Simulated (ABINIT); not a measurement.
## BAs (F-43m): ε∞ against volume

The cell of BAs (F-43m) is scaled evenly and the response computed anew at each volume, on one mesh.

It takes space group F-43m (No. 216, cubic). The conventional cell has a = 4.777 Å, b = 4.777 Å, c = 4.777 Å, α = 90.00°, β = 90.00°, γ = 90.00°. Around As on site c lie 4 B at 2.07 Å. B on site a is surrounded by 4 As at 2.07 Å.

Method: ABINIT 10.8.3, LDA, independent particles, k-mesh 12×12×12, Lorentzian half width 0.04 eV.

Launch of the response step: `optic optic.abi`. The series took 3.2 min in all, its band step included, on 4 threads of Intel(R) Xeon(R) Processor @ 2.70GHz, on a shared host.

| V/V₀ | V (Å³, primitive cell) | ε∞ |
| --- | --- | --- |
| 0.94 | 25.62 | 9.867 |
| 0.97 | 26.43 | 9.993 |
| 1.00 | 27.25 | 10.136 |
| 1.03 | 28.07 | ? |
| 1.06 | 28.89 | 10.459 |

For small changes the quantity should be close to linear in ln V.

Working, on the rows shown:

| x = ln(V/V₀) | y = ε∞ |
| --- | --- |
| -0.0618754 | 9.867 |
| -0.0304592 | 9.993 |
| 0 | 10.136 |
| 0.0582689 | 10.459 |

Means: x̄ = -0.0085164, ȳ = 10.114. Σ(x − x̄)(y − ȳ) = 0.03906, Σ(x − x̄)² = 0.007861. Slope = 0.03906 / 0.007861 = 4.969; intercept = ȳ − slope · x̄ = 10.156. The line misses the rows shown by at most 0.02.

Problem. What does the fit predict for the withheld row, and how well does it do?

Solution. At x = 0.029559 the line gives y = 10.303. The run gave 10.289, so the interpolation is off by 0.014, 2 % of the range in the table.

Between the rows on either side of x = 0 the slope is (10.289 − 9.993) / (0.029559 − (-0.030459)) = 4.932. So d ln ε∞/d ln V = +0.49 at V₀: ε∞ falls under slight compression. Fixed polarisabilities with Lorentz local fields (Clausius-Mossotti) would give −(ε − 1)(ε + 2)/3ε = -3.65, so the polarisability itself falls as the cell is compressed. Excitons are left out and so are local fields; LDA gaps are as a rule too small. The values come from a sum over the points of one k-mesh and carry its error, which grows as the direct gap shrinks. Spin-orbit coupling is left out.
